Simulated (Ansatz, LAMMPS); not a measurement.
# Glassy 48CaO-52Al2O3 (mol %) (117 atoms): support functions against a reference, part 2 of 3

Aim: test how closely localised support functions follow the reference on glassy 48CaO-52Al2O3 (mol %) (117 atoms), and at what cost. A setting counts as converged where the r.m.s. difference of forces stays under 1 % of the r.m.s. force.

Ansatz 0.2.0; Kohn-Sham DFT, PBE, PAW (set soft_2), plane waves.

The cell: 16 Ca, 34 Al and 67 O. The quench rate of 30 K/ps is orders of magnitude faster than experiment. The starting topology of bonds comes from the classical model. Sampling is at Γ alone, for a cell whose shortest periodic width is 11 Å.

So far. Step 4 (Support functions low): Forces differ from the reference by 0.79 meV/Å r.m.s., 0.080 % of their size, well within a tolerance of 1 %; the energy by -4.5 meV/atom. It took roughly 4.2 times the reference's time (one timing each, with unlike analyses asked), in 13 cycles against 9.

## (5) Support functions medium

With localised support functions most steps grow linearly with size, though the diagonalisation grows faster unless the density matrix is cut; this run measures error and cost at this size. Besides, the program derives a nominal cutoff of 464 eV for this run, against the reference's 420.

This step: Kohn-Sham DFT, PBE, PAW (set soft_2), localised support functions (medium) (Ansatz 0.2.0).

input.yaml reads:

```yaml
crystal:
  lattice:
    - [10.99194, 0.0, 0.0]
    - [0.0, 10.99194, 0.0]
    - [0.0, 0.0, 10.99194]
  atoms:
    [... the 117 atom lines of step 3 ...]
kpoints:
  mp_grid: { grid: [1, 1, 1] }
hamiltonian:
  xc: pbe
scf:
  occupations: { method: fermi_dirac, width: 0.025 }
  eigensolver: { kind: { support_functions: { accuracy: medium } } }
  max_iter: 150
output:
  forces: true
  eigenvalues: true
```

Started as:

```sh
> ansatz run input.yaml --threads 8 --pin off --max-ram 15872MiB --backend cpu --events-out ev --progress --plain --runs-dir out
```

Output:

```text
[...]
Warning: basis.ecutwfc = 464 eV, auto-derived: no grid that the accuracy of the support functions lays serves the files at the lower one that their records recommend; a deck with other species or settings can derive another value
[...]
Crystal: 117 atoms, lattice volume = 1328.076 Å³
Basis set: ecut = 464 eV, 30095 PW (Γ), exchange–correlation on 160×160×160 points (8 copies of the dense FFT grid, shifted against one another)
Bands: 399, of which v1, the nominal top of the filled ones, is band 332 counted from 1 (331 counted from 0)
Symmetry: 1 space group operations
k-points: 1
[...]
SCF iter   1: F=—  HF=-85497.455586 eV  |F-HF|=—  |Δ(HF+E_count)|=         —  Δρ=1.03e-1  dr2=1.68e2  ethr=1.00e-1
[...]
SCF iter  13: F=—  HF=-85527.465141 eV  |F-HF|=—  |Δ(HF+E_count)|=   2.67e-3  Δρ=1.19e-5  dr2=3.00e-6  ethr=3.53e-9  κ⁻¹=1.4e-5(r=7)
SCF iter  14: F=-85527.467326 eV  HF=-85527.467327 eV  |F-HF|=3.16e-7  |Δ(HF+E_count)|=   2.19e-3  Δρ=5.66e-6  dr2=7.50e-7  ethr=4.51e-10
SCF 1 converged in 14 iterations: F = -85527.497289 eV  dr2 = 7.50e-7
[...]
SCF converged after 14 iterations
[...]
Free energy (F): -85527.497289 eV
[...]
Internal energy: -85527.497289 eV  (E = F + TS)
E sigma→0 (E₀):  -85527.497289 eV
Fermi energy:    8.554921 eV
[...]
Σ components = -85527.497289   (vs F -85527.497289, Δ=0.00e0)
--- Forces (eV/Å), atoms counted from 1 ---
  atom   1  Ca    -0.23981063    -0.01891952     0.18507300
  atom   2  Ca    -0.96546405    -0.02084835    -0.24122789
  atom   3  Ca     0.20898252    -0.78643015     0.27900858
  atom   4  Ca     0.08748487    -0.04612812    -0.89372178
[...]
atom 117  O      0.57496031     0.04443476    -0.57690836
  max |Σ_I F_I| component: 2.42e-3 eV/Å
--- Band table (eV) ---
[...]
```

Elapsed: 55 s, on 8 threads of Arm Neoverse V2, shared host; peak memory 3.9 GiB.

Keys that differ from the reference: support_functions.accuracy = "medium" and scf.max_iter = 150.

Forces differ from the reference by 0.77 meV/Å r.m.s., 0.079 % of their size, well within a tolerance of 1 %; the energy by -4.6 meV/atom. It took roughly 4.6 times the reference's time (one timing each, with unlike analyses asked), in 14 cycles against 9.

## (6) Support functions medium, spacing 0.33 Å

The grid spacing sets how fine a wave the support functions can hold. Besides, the program derives a nominal cutoff of 464 eV for this run, against the reference's 420.

input.yaml, the sections that differ from step 5:

```yaml
scf:
  occupations: { method: fermi_dirac, width: 0.025 }
  eigensolver: { kind: { support_functions: { accuracy: medium, spacing: 0.33 } } }
  max_iter: 150
# crystal, kpoints, hamiltonian, output: as in step 5
```

Output:

```text
[...]
Crystal: 117 atoms, lattice volume = 1328.076 Å³
Basis set: ecut = 464 eV, 30095 PW (Γ), exchange–correlation on 160×160×160 points (8 copies of the dense FFT grid, shifted against one another)
Bands: 399, of which v1, the nominal top of the filled ones, is band 332 counted from 1 (331 counted from 0)
Symmetry: 1 space group operations
k-points: 1
[...]
SCF iter   1: F=—  HF=-85492.605794 eV  |F-HF|=—  |Δ(HF+E_count)|=         —  Δρ=1.02e-1  dr2=1.65e2  ethr=1.00e-1
[...]
SCF iter  14: F=-85525.829419 eV  HF=-85525.829420 eV  |F-HF|=3.67e-7  |Δ(HF+E_count)|=   2.92e-3  Δρ=6.98e-6  dr2=1.12e-6  ethr=6.29e-10
SCF 1 converged in 14 iterations: F = -85525.871778 eV  dr2 = 1.12e-6
[...]
SCF converged after 14 iterations
[...]
Free energy (F): -85525.871778 eV
[...]
Internal energy: -85525.871778 eV  (E = F + TS)
E sigma→0 (E₀):  -85525.871778 eV
Fermi energy:    8.550150 eV
[...]
--- Forces (eV/Å), atoms counted from 1 ---
  atom   1  Ca    -0.21895451    -0.02514133     0.20543115
  atom   2  Ca    -0.95355871    -0.04231148    -0.21915077
  atom   3  Ca     0.23090834    -0.80623325     0.28477198
  atom   4  Ca     0.10477063    -0.08176458    -0.87757369
  atom   5  Ca     0.47683563     0.48151946     0.66361965
  atom   6  Ca    -0.26537564    -0.11749676     0.79635210
  atom   7  Ca    -0.72533014     1.17903380     0.19041091
  atom   8  Ca     0.54683688    -0.45757493     0.77684397
  atom   9  Ca     0.14994763     0.18344815    -0.44516936
  atom  10  Ca     0.26018656     0.16889683    -0.47530084
  atom  11  Ca     0.80399925    -0.87848668    -0.10273092
  atom  12  Ca     0.24500762    -0.82802988    -1.13385330
  atom  13  Ca     0.09666357     0.00064895     0.84191511
  atom  14  Ca     0.04754606     0.37789638    -0.32976172
[...]
atom 116  O      0.59939448     1.36356256     0.40606873
  atom 117  O      0.62920120     0.11582581    -0.51197671
  max |Σ_I F_I| component: 1.01e-1 eV/Å
--- Band table (eV) ---
[...]
```

Wall time 33 s (8 threads); peak memory 2.3 GiB.

The program notes that the grid leaves an egg-box force.

Forces differ from the reference by 37 meV/Å r.m.s., 3.7 % of their size, over a tolerance of 1 %; the energy by +9.3 meV/atom and the gap by -0.012 eV. It took roughly 2.7 times the reference's time (one timing each, with unlike analyses asked), in 14 cycles against 9. The setting is coarser than the default on purpose.

## (7) Support functions medium, spacing 0.275 Å

The grid spacing sets how fine a wave the support functions can hold. Besides, the program derives a nominal cutoff of 464 eV for this run, against the reference's 420.

input.yaml, the sections that differ from step 6:

```yaml
scf:
  occupations: { method: fermi_dirac, width: 0.025 }
  eigensolver: { kind: { support_functions: { accuracy: medium, spacing: 0.275 } } }
  max_iter: 150
# crystal, kpoints, hamiltonian, output: as in step 6
```

Output:

```text
[...]
Crystal: 117 atoms, lattice volume = 1328.076 Å³
Basis set: ecut = 464 eV, 30095 PW (Γ), exchange–correlation on 160×160×160 points (8 copies of the dense FFT grid, shifted against one another)
Bands: 399, of which v1, the nominal top of the filled ones, is band 332 counted from 1 (331 counted from 0)
Symmetry: 1 space group operations
k-points: 1
[...]
SCF iter   1: F=—  HF=-85497.158793 eV  |F-HF|=—  |Δ(HF+E_count)|=         —  Δρ=1.03e-1  dr2=1.68e2  ethr=1.00e-1
[...]
SCF iter  14: F=-85527.717360 eV  HF=-85527.717360 eV  |F-HF|=2.96e-7  |Δ(HF+E_count)|=   2.63e-3  Δρ=6.16e-6  dr2=8.41e-7  ethr=4.78e-10
SCF 1 converged in 14 iterations: F = -85527.752548 eV  dr2 = 8.41e-7
[...]
SCF converged after 14 iterations
[...]
Free energy (F): -85527.752548 eV
[...]
Internal energy: -85527.752548 eV  (E = F + TS)
E sigma→0 (E₀):  -85527.752548 eV
Fermi energy:    8.555127 eV
[...]
--- Forces (eV/Å), atoms counted from 1 ---
  atom   1  Ca    -0.24079711    -0.01833623     0.18436240
  atom   2  Ca    -0.96551699    -0.02052994    -0.24124856
  atom   3  Ca     0.20922440    -0.78700469     0.27938593
  atom   4  Ca     0.08776693    -0.04592377    -0.89450924
  atom   5  Ca     0.45690073     0.50441770     0.65192592
  atom   6  Ca    -0.26722663    -0.13356912     0.80009384
  atom   7  Ca    -0.71835755     1.18530089     0.22008622
  atom   8  Ca     0.56071734    -0.45094707     0.75575583
  atom   9  Ca     0.13850394     0.20676042    -0.43514268
  atom  10  Ca     0.27363859     0.14471053    -0.48734542
  atom  11  Ca     0.78515903    -0.88231977    -0.13387694
  atom  12  Ca     0.22131479    -0.81596599    -1.13274995
  atom  13  Ca     0.08136816    -0.01914889     0.83009451
  atom  14  Ca     0.03920047     0.38635265    -0.33465502
[...]
atom 116  O      0.68065064     1.39371674     0.38692662
  atom 117  O      0.57437240     0.04324661    -0.57897372
  max |Σ_I F_I| component: 8.56e-3 eV/Å
--- Band table (eV) ---
[...]
```

Wall time 43 s (8 threads); peak memory 2.9 GiB; 5.5 min of CPU time.

Forces differ from the reference by 1.2 meV/Å r.m.s., 0.12 % of their size, well within a tolerance of 1 %; the energy by -6.7 meV/atom. It took roughly 3.5 times the reference's time (one timing each, with unlike analyses asked), in 14 cycles against 9. The setting is coarser than the default on purpose.

## (8) Support functions medium, spacing 0.238 Å

The grid spacing sets how fine a wave the support functions can hold. Besides, the program derives a nominal cutoff of 464 eV for this run, against the reference's 420.

input.yaml, the sections that differ from step 7:

```yaml
scf:
  occupations: { method: fermi_dirac, width: 0.025 }
  eigensolver: { kind: { support_functions: { accuracy: medium, spacing: 0.238 } } }
  max_iter: 150
# crystal, kpoints, hamiltonian, output: as in step 7
```

Output:

```text
[...]
Crystal: 117 atoms, lattice volume = 1328.076 Å³
Basis set: ecut = 464 eV, 30095 PW (Γ), exchange–correlation on 160×160×160 points (8 copies of the dense FFT grid, shifted against one another)
Bands: 399, of which v1, the nominal top of the filled ones, is band 332 counted from 1 (331 counted from 0)
Symmetry: 1 space group operations
k-points: 1
[...]
SCF iter   1: F=—  HF=-85497.339411 eV  |F-HF|=—  |Δ(HF+E_count)|=         —  Δρ=1.03e-1  dr2=1.68e2  ethr=1.00e-1
[...]
SCF iter  14: F=-85527.850884 eV  HF=-85527.850884 eV  |F-HF|=2.96e-7  |Δ(HF+E_count)|=   2.63e-3  Δρ=6.17e-6  dr2=8.40e-7  ethr=4.77e-10
SCF 1 converged in 14 iterations: F = -85527.886065 eV  dr2 = 8.40e-7
[...]
SCF converged after 14 iterations
[...]
Free energy (F): -85527.886065 eV
[...]
Internal energy: -85527.886065 eV  (E = F + TS)
E sigma→0 (E₀):  -85527.886065 eV
Fermi energy:    8.555151 eV
[...]
--- Forces (eV/Å), atoms counted from 1 ---
  atom   1  Ca    -0.24079341    -0.01828948     0.18441481
  atom   2  Ca    -0.96548480    -0.02051823    -0.24126287
  atom   3  Ca     0.20926423    -0.78693015     0.27940687
  atom   4  Ca     0.08779876    -0.04582697    -0.89457398
  atom   5  Ca     0.45681630     0.50436681     0.65187121
  atom   6  Ca    -0.26727407    -0.13357425     0.80010966
  atom   7  Ca    -0.71837563     1.18536413     0.22004551
  atom   8  Ca     0.56068894    -0.45094640     0.75558192
  atom   9  Ca     0.13847545     0.20686051    -0.43517426
  atom  10  Ca     0.27369336     0.14466981    -0.48739913
  atom  11  Ca     0.78519076    -0.88227570    -0.13389387
  atom  12  Ca     0.22128017    -0.81587250    -1.13269883
  atom  13  Ca     0.08140358    -0.01916176     0.83016682
  atom  14  Ca     0.03929514     0.38631682    -0.33464225
[...]
atom 116  O      0.67968215     1.39421094     0.38660805
  atom 117  O      0.57400714     0.04332696    -0.57850818
  max |Σ_I F_I| component: 9.38e-3 eV/Å
--- Band table (eV) ---
[...]
```

The job ended after 43 s (8 threads; peak memory 2.9 GiB; 5.5 min of CPU time).

Forces differ from the reference by 1.2 meV/Å r.m.s., 0.13 % of their size, well within a tolerance of 1 %; the energy by -7.9 meV/atom. It took roughly 3.6 times the reference's time (one timing each, with unlike analyses asked), in 14 cycles against 9. The setting is coarser than the default on purpose.

## (9) Support functions medium, spacing 0.211 Å

The grid spacing sets how fine a wave the support functions can hold. Besides, the program derives a nominal cutoff of 464 eV for this run, against the reference's 420.

input.yaml, the sections that differ from step 8:

```yaml
scf:
  occupations: { method: fermi_dirac, width: 0.025 }
  eigensolver: { kind: { support_functions: { accuracy: medium, spacing: 0.211 } } }
  max_iter: 150
# crystal, kpoints, hamiltonian, output: as in step 8
```

Output:

```text
[...]
Crystal: 117 atoms, lattice volume = 1328.076 Å³
Basis set: ecut = 464 eV, 30095 PW (Γ), exchange–correlation on 160×160×160 points (8 copies of the dense FFT grid, shifted against one another)
Bands: 399, of which v1, the nominal top of the filled ones, is band 332 counted from 1 (331 counted from 0)
Symmetry: 1 space group operations
k-points: 1
[...]
SCF iter   1: F=—  HF=-85497.262858 eV  |F-HF|=—  |Δ(HF+E_count)|=         —  Δρ=1.03e-1  dr2=1.68e2  ethr=1.00e-1
[...]
SCF iter  13: F=—  HF=-85527.536443 eV  |F-HF|=—  |Δ(HF+E_count)|=   2.98e-3  Δρ=1.19e-5  dr2=3.06e-6  ethr=3.73e-9  κ⁻¹=1.5e-5(r=7)
SCF iter  14: F=-85527.538867 eV  HF=-85527.538868 eV  |F-HF|=3.15e-7  |Δ(HF+E_count)|=   2.42e-3  Δρ=5.85e-6  dr2=7.87e-7  ethr=4.61e-10
SCF 1 converged in 14 iterations: F = -85527.571476 eV  dr2 = 7.87e-7
[...]
SCF converged after 14 iterations
[...]
Free energy (F): -85527.571476 eV
[...]
Internal energy: -85527.571476 eV  (E = F + TS)
E sigma→0 (E₀):  -85527.571476 eV
Fermi energy:    8.555021 eV
[...]
Σ components = -85527.571476   (vs F -85527.571476, Δ=0.00e0)
--- Forces (eV/Å), atoms counted from 1 ---
  atom   1  Ca    -0.23892430    -0.01856193     0.18403507
  atom   2  Ca    -0.96584239    -0.02011712    -0.24162278
  atom   3  Ca     0.20924077    -0.78638646     0.27906570
  atom   4  Ca     0.08796432    -0.04636381    -0.89336191
[...]
atom 117  O      0.57512587     0.04450058    -0.57645672
  max |Σ_I F_I| component: 3.51e-3 eV/Å
--- Band table (eV) ---
[...]
```

It took 46 s on 8 threads; peak memory 3.3 GiB.

Keys that differ from the reference: support_functions.accuracy = "medium", support_functions.spacing = 0.211 and scf.max_iter = 150.

Forces differ from the reference by 0.89 meV/Å r.m.s., 0.091 % of their size, well within a tolerance of 1 %; the energy by -5.2 meV/atom. It took roughly 3.8 times the reference's time (one timing each, with unlike analyses asked), in 14 cycles against 9.

## (10) Support functions medium, spacing 0.165 Å

The grid spacing sets how fine a wave the support functions can hold. Besides, the program derives a nominal cutoff of 464 eV for this run, against the reference's 420.

input.yaml, the sections that differ from step 9:

```yaml
scf:
  occupations: { method: fermi_dirac, width: 0.025 }
  eigensolver: { kind: { support_functions: { accuracy: medium, spacing: 0.165 } } }
  max_iter: 150
# crystal, kpoints, hamiltonian, output: as in step 9
```

Output:

```text
[...]
Crystal: 117 atoms, lattice volume = 1328.076 Å³
Basis set: ecut = 464 eV, 30095 PW (Γ), exchange–correlation on 180×180×180 points (8 copies of the dense FFT grid, shifted against one another)
Bands: 399, of which v1, the nominal top of the filled ones, is band 332 counted from 1 (331 counted from 0)
Symmetry: 1 space group operations
k-points: 1
[...]
SCF iter   1: F=—  HF=-85497.632401 eV  |F-HF|=—  |Δ(HF+E_count)|=         —  Δρ=1.03e-1  dr2=1.68e2  ethr=1.00e-1
[...]
SCF iter  13: F=—  HF=-85527.469802 eV  |F-HF|=—  |Δ(HF+E_count)|=   2.45e-3  Δρ=1.10e-5  dr2=2.81e-6  ethr=3.54e-9  κ⁻¹=1.6e-5(r=7)
SCF iter  14: F=-85527.471820 eV  HF=-85527.471820 eV  |F-HF|=2.59e-7  |Δ(HF+E_count)|=   2.02e-3  Δρ=5.18e-6  dr2=6.69e-7  ethr=4.23e-10
SCF 1 converged in 14 iterations: F = -85527.500384 eV  dr2 = 6.69e-7
[...]
SCF converged after 14 iterations
[...]
Free energy (F): -85527.500384 eV
[...]
Internal energy: -85527.500384 eV  (E = F + TS)
E sigma→0 (E₀):  -85527.500384 eV
Fermi energy:    8.554997 eV
[...]
Σ components = -85527.500384   (vs F -85527.500384, Δ=0.00e0)
--- Forces (eV/Å), atoms counted from 1 ---
  atom   1  Ca    -0.24030582    -0.01810053     0.18586675
  atom   2  Ca    -0.96543611    -0.02108338    -0.24015415
  atom   3  Ca     0.20887727    -0.78639141     0.27902946
  atom   4  Ca     0.08757039    -0.04663436    -0.89366615
[...]
atom 117  O      0.57489958     0.04428358    -0.57703639
  max |Σ_I F_I| component: 3.16e-3 eV/Å
--- Band table (eV) ---
[...]
```

Elapsed: 82 s, on 8 threads; peak memory 5.3 GiB; 11 min of CPU time.

Keys that differ from the reference: support_functions.accuracy = "medium", support_functions.spacing = 0.165 and scf.max_iter = 150.

Forces differ from the reference by 0.78 meV/Å r.m.s., 0.079 % of their size, well within a tolerance of 1 %; the energy by -4.6 meV/atom. It took roughly 6.8 times the reference's time (one timing each, with unlike analyses asked), in 14 cycles against 9.

## (11) Changed: scf.occupations.method = "cold" and scf.occupations.width = 0.1

Changed here: scf.occupations.method = "cold" and scf.occupations.width = 0.1.

This step: Kohn-Sham DFT, PBE, PAW (set soft_2), plane waves (Ansatz 0.2.0).

input.yaml, the sections that differ from step 10:

```yaml
scf:
  occupations: { method: cold, width: 0.1 }
output:
  forces: true
  stress: true
  populations: intrinsic
  dos:
    method: { smearing: { sigma: 0.08 } }
    de: 0.1
    projected: { site_lists: { Al: [Al], Ca: [Ca], O: [O] } }
  eigenvalues: true
# crystal, kpoints, hamiltonian: as in step 10
```

Output:

```text
[...]
Crystal: 117 atoms, lattice volume = 1328.076 Å³
Basis set: ecut = 420 eV, 25821 PW (Γ), exchange–correlation on 150×150×150 points (8 copies of the dense FFT grid, shifted against one another)
Bands: 449, of which v1, the nominal top of the filled ones, is band 332 counted from 1 (331 counted from 0)
Symmetry: 1 space group operations
[...]
k-points: 1
[...]
SCF iter   1: F=—  HF=-85526.979529 eV  |F-HF|=—  |Δ(HF+E_count)|=         —  Δρ=2.24e-3  dr2=1.07e-1  ethr=1.77e-3  ⟨swp⟩=7.0  Hψ=2132  notcnv=0  defer=61
[...]
SCF iter   8: F=—  HF=-85526.963750 eV  |F-HF|=—  |Δ(HF+E_count)|=   1.11e-6  S|Δr|=    0.00e0  Δρ=7.51e-6  dr2=6.51e-7  ethr=2.99e-10  ⟨swp⟩=2.0  Hψ=602  notcnv=0  defer=63
SCF iter   9: F=-85526.963750 eV  HF=-85526.963750 eV  |F-HF|=7.42e-9  |Δ(HF+E_count)|=   1.80e-7  S|Δr|=    0.00e0  Δρ=2.17e-6  dr2=5.81e-8  ethr=1.51e-11  ⟨swp⟩=12.0  Hψ=2550  notcnv=0
SCF 1 converged in 9 iterations: F = -85526.963750 eV  dr2 = 5.81e-8
[...]
SCF converged after 9 iterations
[...]
Free energy (F): -85526.963750 eV
[...]
Internal energy: -85526.963750 eV  (E = F + TS)
E sigma→0 (E₀):  -85526.963750 eV
Fermi energy:    8.625350 eV
Step filling:    the computed levels leave a gap of 3.5084 eV = 35.1 smearing widths at the electron count; against every level under it full and every level over it empty, smearing changes F+E_penalty+E_count by +2.70e-137 meV and its σ→0 estimate by -8.58e-133 meV
[...]
Σ components = -85526.963750   (vs F -85526.963750, Δ=0.00e0)
--- Forces (eV/Å), atoms counted from 1 ---
  atom   1  Ca    -0.24064697    -0.01884318     0.18465259
  atom   2  Ca    -0.96543061    -0.02129404    -0.24139962
  atom   3  Ca     0.20870257    -0.78607959     0.27899951
  atom   4  Ca     0.08683070    -0.04650701    -0.89360348
[...]
atom 117  O      0.57332652     0.04355895    -0.57785748
  max |Σ_I F_I| component: 8.89e-5 eV/Å
--- Stress (GPa, compression-positive) ---
        6.461620       0.525420       1.126757
        0.525424      13.332796       0.760341
        1.126753       0.760332       8.400344
  P = ⅓ Tr σ = 9.3983 GPa (93.983 kbar)
--- Band table (eV) ---
[...]
--- intrinsic populations: 117 sites ---
  site symbol       q [e]
     0     Ca      8.2153
     1     Ca      8.2254
     2     Ca      8.1803
[...]
116      O      6.9729
  spilling = 0.000000 (of n_electrons = 664.000000)
```

Run time: 12 s. Hardware: 8 threads; peak memory 1.9 GiB.

Forces differ from the reference by 0.007 meV/Å r.m.s., 8.0e-4 % of their size, well within a tolerance of 1 %.

(Continued in part 3 of 3.)

[Long decimals in the printed logs are rounded to 6 places.]

[Logs are printed without paths, hosts, clocks, repeated set-up lines and the standing remarks that a program may print on its own settings, such as how far it seeks lower states.]

[Hosts, paths, dates, database ids (printed as entryN), source tags and the programs' standing remarks are cut or masked in the printed files.]
